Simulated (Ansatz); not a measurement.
# Pt3PbC (Pm-3m): a soft mode frozen in, part 2 of 3

Wanted: the energy along a soft mode of Pt3PbC (Pm-3m) and the structure at the end.

Ansatz 0.2.0; DFT PBEsol, scalar-relativistic, plane waves, PAW; PAW set soft_1.

So far, highest frequency on the path or at a solved wavevector (cm⁻¹): step 2 (response at finite wavevector) 540. Also lowest frequency on the path (cm⁻¹): step 2 -127.

### 4. The mode frozen in, largest atomic shift 0.22 Å

The atoms are moved along the unstable eigenvector, the largest shift by 0.22 Å, with the cell fixed.

File input.yaml:

```yaml
crystal:
  lattice:
    - [4.2811329647, 0.0, 0.0]
    - [0.0, 4.2811329647, 0.0]
    - [0.0, 0.0, 4.2811329647]
  atoms:
    - { symbol: Pt, position: [0.0071653185, 0.5042927998, 0.5042927998] }
    - { symbol: Pt, position: [0.4957072002, 0.5042927998, -0.0071653185] }
    - { symbol: Pt, position: [0.4957072002, -0.0071653185, 0.5042927998] }
    - { symbol: Pb, position: [-0.0003826284, 0.0003826284, 0.0003826284] }
    - { symbol: C, position: [0.5296690293, 0.4703309707, 0.4703309707] }
kpoints:
  mp_grid: { grid: [8, 8, 8] }
hamiltonian:
  xc: pbesol
  pseudopotentials: { kind: paw, azcp: { folder: soft_1 }, xc_functional: pbe }
scf:
  occupations: { method: methfessel_paxton, width: 0.2 }
output:
  forces: true
  stress: true
  eigenvalues: true
```

Run with:

```
$ ansatz run input.yaml --threads 4 --pin off --max-ram 10240MiB --backend cpu --events-out ev --progress --plain --runs-dir out
```

Numbers of over 12 decimals in the logs are rounded to 6 here.

The program printed:

```text
[...]
Crystal: 5 atoms, lattice volume = 78.465 Å³
Basis set: ecut = 420 eV, 1551 PW (Γ), exchange–correlation on 60×60×60 points (8 copies of the dense FFT grid, shifted against one another)
Bands: 44, of which v1, the nominal top of the filled ones, is band 36 counted from 1 (35 counted from 0)
Symmetry: 6 space group operations
[...]
k-points: 65 of 512 (time reversal used)
[...]
k-point 0: bands = [... 32 lower, 17.8904, 17.8904, 17.9246, 17.9368, 18.8244, 19.7999, 19.7999, 19.9341, ... 4 higher]
  k-point 1: bands = [... 32 lower, 17.8102, 17.8959, 17.9258, 18.1026, 18.4750, 20.0584, 20.1205, 20.6552, ... 4 higher]
  k-point 2: bands = [... 32 lower, 17.4576, 17.9003, 18.0911, 18.4733, 18.5457, 20.7302, 20.7368, 21.2761, ... 4 higher]
  k-point 64: bands = [... 32 lower, 16.7853, 17.7507, 17.7507, 17.7636, 17.9066, 19.6527, 19.6527, 19.7282, ... 4 higher]
[key lines of the parts left out:]
SCF converged after 8 iterations
Free energy (F): -49158.100885 eV
Fermi energy:    18.522192 eV
P = ⅓ Tr σ = 0.5496 GPa (5.496 kbar)
```

It took 4.5 s on 4 threads of Arm Neoverse V2, shared host; peak memory 0.45 GiB; 17 s of CPU time.

Numbers from this step:

```
pressure                         : 0.5496 GPa
energy from the undistorted cell : -5.915 meV/atom
```

The energy, extrapolated to zero smearing, is -5.92 meV/atom against the undistorted cell.

The run ends at a pressure of 0.55 GPa, with forces up to 0.38 eV/Å.

### 5. Energy along the mode, all amplitudes (two of the runs are shown above)

An imaginary frequency means negative curvature, so the energy should fall and then rise again as anharmonic terms take over.

This step gave:

| Item | Value |
| --- | --- |
| depth at the lowest point sampled | 5.915 meV/atom |
| largest atomic shift at that point | 0.22 Å |

Table of energy from the parent by largest atomic shift:

```tsv
largest atomic shift (Å)	energy from the parent (meV/atom)
0.000	0
0.040	-0.287
0.080	-1.12
0.140	-3.15
0.220	-5.92
0.320	-5.74
0.450	5.86
```

Displacement at unit largest shift by atom:

```tsv
atom	x (Å)	y (Å)	z (Å)	size
Pt1	0.139	0.084	0.084	0.183
Pt2	-0.084	0.084	-0.139	0.183
Pt3	-0.084	-0.139	0.084	0.183
Pb4	-0.007	0.007	0.007	0.012
C5	0.577	-0.577	-0.577	0.999
```

The lowest of the steps tried is at 0.22 Å, 5.92 meV/atom below the parent; the bottom of the well need not coincide with a step.

### 6. Relaxation from the frozen mode

Starting from the lowest point found, all atoms and the cell are let go, so that strain and other modes of the same symmetry can join in.

input.yaml, as its differences from that of step 4:

```diff
@@ -22 +22,6 @@
   eigenvalues: true
+relax:
+  adjacent_minimum: "off"
+  f_tol: 0.002
+  max_steps: 120
+  cell: { stress_tol: 0.03 }
```

The program printed:

```text
[...]
Crystal: 5 atoms, lattice volume = 78.465 Å³
Basis set: ecut = 420 eV, 1551 PW (Γ), exchange–correlation on 60×60×60 points (8 copies of the dense FFT grid, shifted against one another)
Bands: 44, of which v1, the nominal top of the filled ones, is band 36 counted from 1 (35 counted from 0)
Symmetry: 6 space group operations
[...]
k-points: 65 of 512 (time reversal used)
[...]
SCF iter   1: F=—  HF=-49159.580940 eV  |F-HF|=—  |Δ(HF+E_count)|=         —  Δρ=8.12e-2  dr2=5.93e0  ethr=3.10e-3  ⟨swp⟩=6.5  Hψ=10489  notcnv=0
[...]
SCF iter   8: F=-49158.100885 eV  HF=-49158.100885 eV  |F-HF|=1.69e-9  |Δ(HF+E_count)|=   6.27e-8  S|Δr|=    0.00e0  Δρ=3.51e-6  dr2=5.96e-9  ethr=1.39e-10  ⟨swp⟩=11.4  Hψ=13254  notcnv=0
SCF 1 converged in 8 iterations: F = -49158.100885 eV  dr2 = 5.96e-9
[...]
relax step   1: F+E_penalty+E_count = -49158.10088486 eV  Δ(F+E_penalty+E_count) = +0.000e0 eV  max|allowed force component| = 3.370e-1 eV/Å  Δτ_max = 0.0000 Å  P = +0.550 GPa  Ω = 78.465 Å³  (8 SCF iters, dr2 threshold 1.00e-7 eV, accepted)
Crystal: 5 atoms, lattice volume = 78.311 Å³
Basis set: ecut = 420 eV, 1533 PW (Γ), exchange–correlation on 60×60×60 points (8 copies of the dense FFT grid, shifted against one another)
[...]
SCF iter   5: F=-49158.139643 eV  HF=-49158.139643 eV  |F-HF|=1.96e-7  |Δ(HF+E_count)|=   8.42e-7  S|Δr|=    0.00e0  Δρ=1.26e-5  dr2=2.55e-7  ethr=6.94e-10  ⟨swp⟩=7.8  Hψ=13020  notcnv=0
SCF 2 converged in 5 iterations: F = -49158.139643 eV  dr2 = 2.55e-7
[...]
relax step   2: F+E_penalty+E_count = -49158.13964300 eV  Δ(F+E_penalty+E_count) = -3.876e-2 eV  max|allowed force component| = 1.549e-1 eV/Å  Δτ_max = 0.0375 Å  P = +0.411 GPa  Ω = 78.311 Å³  energy of the carried Pulay correction = +9.057e-5 eV  (5 SCF iters, dr2 threshold 5.00e-7 eV, accepted)
Crystal: 5 atoms, lattice volume = 77.999 Å³
Basis set: ecut = 420 eV, 1513 PW (Γ), exchange–correlation on 60×60×60 points (8 copies of the dense FFT grid, shifted against one another)
[...]
SCF iter   6: F=-49158.170287 eV  HF=-49158.170287 eV  |F-HF|=6.12e-8  |Δ(HF+E_count)|=   3.81e-7  S|Δr|=    0.00e0  Δρ=9.48e-6  dr2=9.97e-8  ethr=6.94e-10  ⟨swp⟩=7.1  Hψ=12553  notcnv=0
SCF 3 converged in 6 iterations: F = -49158.170287 eV  dr2 = 9.97e-8
relax step   3: F+E_penalty+E_count = -49158.17028678 eV  Δ(F+E_penalty+E_count) = -3.064e-2 eV  max|allowed force component| = 2.773e-1 eV/Å  Δτ_max = 0.1259 Å  P = +0.031 GPa  Ω = 77.999 Å³  energy of the carried Pulay correction = +2.743e-4 eV  (6 SCF iters, dr2 threshold 5.00e-7 eV, accepted)
[...]
relax step   4: F+E_penalty+E_count = -49158.18609119 eV  Δ(F+E_penalty+E_count) = -1.580e-2 eV  max|allowed force component| = 9.267e-2 eV/Å  Δτ_max = 0.0711 Å  P = -1.029 GPa  Ω = 78.526 Å³  energy of the carried Pulay correction = -3.584e-5 eV  (5 SCF iters, dr2 threshold 5.00e-7 eV, accepted)
[...]
relax step   5: F+E_penalty+E_count = -49158.18845584 eV  Δ(F+E_penalty+E_count) = -2.365e-3 eV  max|allowed force component| = 6.087e-2 eV/Å  Δτ_max = 0.0376 Å  P = +1.413 GPa  Ω = 77.488 Å³  energy of the carried Pulay correction = +5.772e-4 eV  (5 SCF iters, dr2 threshold 5.00e-7 eV, accepted)
[...]
relax step   6: F+E_penalty+E_count = -49158.19236650 eV  Δ(F+E_penalty+E_count) = -3.911e-3 eV  max|allowed force component| = 6.537e-3 eV/Å  Δτ_max = 0.0140 Å  P = +0.063 GPa  Ω = 77.988 Å³  energy of the carried Pulay correction = +2.810e-4 eV  (5 SCF iters, dr2 threshold 5.00e-7 eV, accepted)
[...]
relax step   7: F+E_penalty+E_count = -49158.19237053 eV  Δ(F+E_penalty+E_count) = -4.030e-6 eV  max|allowed force component| = 1.434e-3 eV/Å  Δτ_max = 0.0009 Å  P = +0.013 GPa  Ω = 78.007 Å³  energy of the carried Pulay correction = +2.695e-4 eV  (3 SCF iters, dr2 threshold 1.17e-8 eV, accepted)
[...]
relax step   8: F+E_penalty+E_count = -49158.19297103 eV  Δ(F+E_penalty+E_count) = -6.005e-4 eV  max|allowed force component| = 1.387e-3 eV/Å  Δτ_max = 0.0000 Å  P = +0.016 GPa  Ω = 78.007 Å³  stress off target by 3.49e-2 GPa  SCF on the basis re-selected at this cell (its energy is not comparable with the rows above)  (5 SCF iters)
[...]
relax step   9: F+E_penalty+E_count = -49158.19298233 eV  Δ(F+E_penalty+E_count) = -1.130e-5 eV  max|allowed force component| = 7.855e-4 eV/Å  Δτ_max = 0.0009 Å  P = -0.001 GPa  Ω = 78.009 Å³  energy of the carried Pulay correction = -2.152e-6 eV  (5 SCF iters, dr2 threshold 3.04e-9 eV, accepted)
[...]
SCF iter   5: F=-49158.192990 eV  HF=-49158.192990 eV  |F-HF|=2.18e-11  |Δ(HF+E_count)|=  7.28e-12  S|Δr|=    0.00e0  Δρ=2.63e-8  dr2=5.39e-13  ethr=1.00e-12  ⟨swp⟩=5.5  Hψ=11300  notcnv=0
SCF 10 converged in 5 iterations: F = -49158.192990 eV  dr2 = 5.39e-13
relax step  10: F+E_penalty+E_count = -49158.19298982 eV  Δ(F+E_penalty+E_count) = -7.492e-6 eV  max|allowed force component| = 7.960e-4 eV/Å  Δτ_max = 0.0000 Å  P = -0.001 GPa  Ω = 78.009 Å³  stress off target by 2.92e-3 GPa  SCF on the basis re-selected at this cell (its energy is not comparable with the rows above)  (5 SCF iters)
[...]
SCF converged after 5 iterations
[...]
Free energy (F): -49158.192990 eV
[...]
Internal energy: -49158.189853 eV  (E = F + TS)
E sigma→0 (E₀):  -49158.192206 eV
Entropy (-TS):   -0.003137 eV (-0.627 meV/atom)
Fermi energy:    18.851474 eV
[...]
--- Forces (eV/Å), atoms counted from 1 ---
  atom   1  Pt    -0.00079598    -0.00022486    -0.00022486
  atom   2  Pt     0.00022486    -0.00022486     0.00079598
  atom   3  Pt     0.00022486     0.00079598    -0.00022486
  atom   4  Pb     0.00042024    -0.00042024    -0.00042024
  atom   5  C     -0.00007392     0.00007392     0.00007392
  max |Σ_I F_I| component: 6.17e-8 eV/Å
--- Stress (GPa, compression-positive) ---
       -0.000600       0.001158       0.001158
        0.001158      -0.000600      -0.001158
        0.001158      -0.001158      -0.000600
  P = ⅓ Tr σ = -0.0006 GPa (-0.006 kbar)
--- Band table (eV; the first three rows and the last of 65) ---
  k-point 0: bands = [... 32 lower, 17.7584, 17.7584, 17.8009, 18.3501, 18.8291, 20.1492, 20.1492, 21.0469, ... 4 higher]
  k-point 1: bands = [... 32 lower, 17.6551, 17.7531, 17.8757, 18.4857, 18.7871, 20.3607, 20.5055, 21.3227, ... 4 higher]
  k-point 2: bands = [... 32 lower, 17.5182, 17.8234, 17.9291, 18.8265, 18.9508, 20.9437, 21.0039, 21.5829, ... 4 higher]
  k-point 64: bands = [... 32 lower, 16.9916, 17.6576, 17.8499, 17.8499, 18.0769, 19.4076, 19.4076, 20.2271, ... 4 higher]
--- Relaxed structure (8 steps of the walk, 8 accepted, 2 SCFs on fresh bases) ---
  F+E_penalty+E_count = -49158.19298982 eV   max|allowed force component| = 7.960e-4 eV/Å   (the final SCF, on the basis selected at the relaxed cell)
  cell:  # Å, volume = 78.0089 Å³
    - [4.277583, 0.141107, 0.141107]
    - [0.141107, 4.277583, -0.141107]
    - [0.141107, -0.141107, 4.277583]
  atoms:
    - { symbol: Pt, position: [0.024364, 0.514012, 0.514012] }
    - { symbol: Pt, position: [0.485988, 0.514012, -0.024364] }
    - { symbol: Pt, position: [0.485988, -0.024364, 0.514012] }
    - { symbol: Pb, position: [-0.015730, 0.015730, 0.015730] }
    - { symbol: C, position: [0.547256, 0.452744, 0.452744] }
```

Wall time 45 s (4 threads); peak memory 0.49 GiB; 2.9 min of CPU time.

Step by step:

```tsv
step	energy less that of the first step (eV)	largest force component (eV/Å)	pressure (GPa)	volume (Å³)
1	0.0000	0.3370	0.55	78.47
2	-0.0388	0.1549	0.41	78.31
3	-0.0694	0.2773	0.03	78.00
4	-0.0852	0.0927	-1.03	78.53
5	-0.0876	0.0609	1.41	77.49
6	-0.0915	0.0065	0.06	77.99
7	-0.0915	0.0014	0.01	78.01
8*	-0.0921	0.0014	0.02	78.01
9	-0.0921	0.0008	0.00	78.01
10*	-0.0921	0.0008	0.00	78.01
```

Relaxation steps marked * repeat the geometry before them on a plane-wave basis chosen anew for their cell, so energy and pressure can jump there.

Forces are held to the 6 operations that the run works with; a distortion that breaks them can't arise in this run.

```tsv
conventional cell, symmetrised	before	after	change
a (Å)	6.054	6.249	+3.2 %
b (Å)	6.054	6.249	+3.2 %
c (Å)	7.415	6.920	-6.7 %
volume (Å³/atom)	15.69	15.60	-0.6 %
```

The atoms that moved most (Å, as changes of fractional coordinates times the final cell):

```tsv
atom	dx	dy	dz	length
C5	0.070	-0.070	-0.070	0.122
Pb4	-0.061	0.061	0.061	0.106
Pt1	0.076	0.043	0.043	0.097
Pt2	-0.043	0.043	-0.076	0.097
Pt3	-0.043	-0.076	0.043	0.097
```

The relaxed structure:

```xyz
5
Lattice="4.2776 0.1411 0.1411 0.1411 4.2776 -0.1411 0.1411 -0.1411 4.2776" Properties=species:S:1:pos:R:3 pbc="T T T"
Pt    0.2493    2.1296    2.1296
Pt    2.1479    2.2707   -0.1082
Pt    2.1479   -0.1082    2.2707
Pb   -0.0628    0.0628    0.0628
C     2.4687    1.9500    1.9500
```

This step gave:

| Quantity | Value |
| --- | --- |
| pressure | -6.00e-4 GPa |
| volume per atom | 15.60 Å³ |

The distorted start has space group R3m; the relaxation ends in R3m.

### 7. The new phase in its own primitive cell

The relaxed structure is symmetrised, reduced to its primitive cell and relaxed tightly, as its phonons need.

input.yaml, the sections that differ from step 6:

```yaml
crystal:
  lattice:
    - [3.1244859814, 1.8039228224, 2.3067268073]
    - [-3.1244859814, 1.8039228224, 2.3067268073]
    - [0.0, -3.6078456448, 2.3067268073]
  atoms:
    - { symbol: Pt, position: [0.4859883617, 0.4859883617, 0.0243636585] }
    - { symbol: Pt, position: [0.4859883617, 0.0243636585, 0.4859883617] }
    - { symbol: Pt, position: [0.0243636585, 0.4859883617, 0.4859883617] }
    - { symbol: Pb, position: [0.984269674, 0.984269674, 0.984269674] }
    - { symbol: C, position: [0.5472560639, 0.5472560639, 0.5472560639] }
kpoints:
  mp_grid: { grid: [9, 9, 9] }
relax:
  adjacent_minimum: "off"
  f_tol: 0.001
  max_steps: 60
  cell: { stress_tol: 0.01 }
# hamiltonian, scf, output: as in step 6
```

The program printed:

```text
[...]
Crystal: 5 atoms, lattice volume = 78.009 Å³
Basis set: ecut = 420 eV, 1531 PW (Γ), exchange–correlation on 60×60×60 points (8 copies of the dense FFT grid, shifted against one another)
Bands: 44, of which v1, the nominal top of the filled ones, is band 36 counted from 1 (35 counted from 0)
Symmetry: 6 space group operations
[...]
k-points: 85 of 729 (time reversal used)
[...]
cell:  # Å, volume = 77.9729 Å³
    - [3.132491, 1.808544, 2.293894]
    - [-3.132491, 1.808544, 2.293894]
    - [-8.874763097444328e-19, -3.617089, 2.293894]
  atoms:
    - { symbol: Pt, position: [0.485812, 0.485812, 0.024591] }
    - { symbol: Pt, position: [0.485812, 0.024591, 0.485812] }
    - { symbol: Pt, position: [0.024591, 0.485812, 0.485812] }
    - { symbol: Pb, position: [0.983884, 0.983884, 0.983884] }
    - { symbol: C, position: [0.547766, 0.547766, 0.547766] }
[key lines of the parts left out:]
SCF converged after 5 iterations
Free energy (F): -49158.185879 eV
Fermi energy:    18.863421 eV
P = ⅓ Tr σ = 0.0000 GPa (0.000 kbar)
```

Wall time 41 s (4 threads); peak memory 0.53 GiB; 2.7 min of CPU time.

Relaxation path:

```tsv
step	energy less that of the first step (eV)	largest force component (eV/Å)	pressure (GPa)	volume (Å³)
1	0.0000	0.0029	-0.02	78.01
2	-0.0003	0.0057	0.04	77.98
3	-0.0003	0.0214	-0.20	78.05
4	-0.0004	0.0158	0.08	77.94
5	-0.0002	0.0305	0.05	77.96
6	-0.0005	0.0002	0.00	77.97
7*	-0.0004	0.0002	0.00	77.97
```

Relaxation steps marked * repeat the geometry before them on a plane-wave basis chosen anew for their cell, so energy and pressure can jump there. Relaxation step 5 was tried and not accepted.

Forces are held to the 6 operations that the run works with; a distortion that breaks them can't arise in this run.

```tsv
conventional cell, symmetrised	before	after	change
a (Å)	6.249	6.265	+0.3 %
b (Å)	6.249	6.265	+0.3 %
c (Å)	6.920	6.882	-0.6 %
volume (Å³/atom)	15.60	15.59	-0.0 %
```

The relaxed structure:

```cif
data_structure
_symmetry_space_group_name_H-M 'P 1'
_symmetry_Int_Tables_number 1
_cell_length_a 4.2831
_cell_length_b 4.2831
_cell_length_c 4.2831
_cell_angle_alpha 94.000
_cell_angle_beta 94.000
_cell_angle_gamma 94.000
_cell_volume 77.97
loop_
_atom_site_label
_atom_site_type_symbol
_atom_site_fract_x
_atom_site_fract_y
_atom_site_fract_z
_atom_site_occupancy
Pt1 Pt 0.48581 0.48581 0.02459 1
Pt2 Pt 0.48581 0.02459 0.48581 1
Pt3 Pt 0.02459 0.48581 0.48581 1
Pb4 Pb 0.98388 0.98388 0.98388 1
C5 C 0.54777 0.54777 0.54777 1
```

This step gave:

```yaml
pressure: 1.44e-5 GPa
volume_per_atom: 15.59 Å³
```

The largest force component left is 0.18 meV/Å and the pressure is 0.000 GPa, within the tolerances set. The cell now holds 15.59 Å³/atom.

(Part 2 of 3 ends here.)

[Logs are printed without paths, hosts, clocks, repeated set-up lines and the standing remarks that a program may print on its own settings, such as how far it seeks lower states.]

[Hosts, paths, dates, database ids (printed as entryN), source tags and the programs' standing remarks are cut or masked in the printed files.]
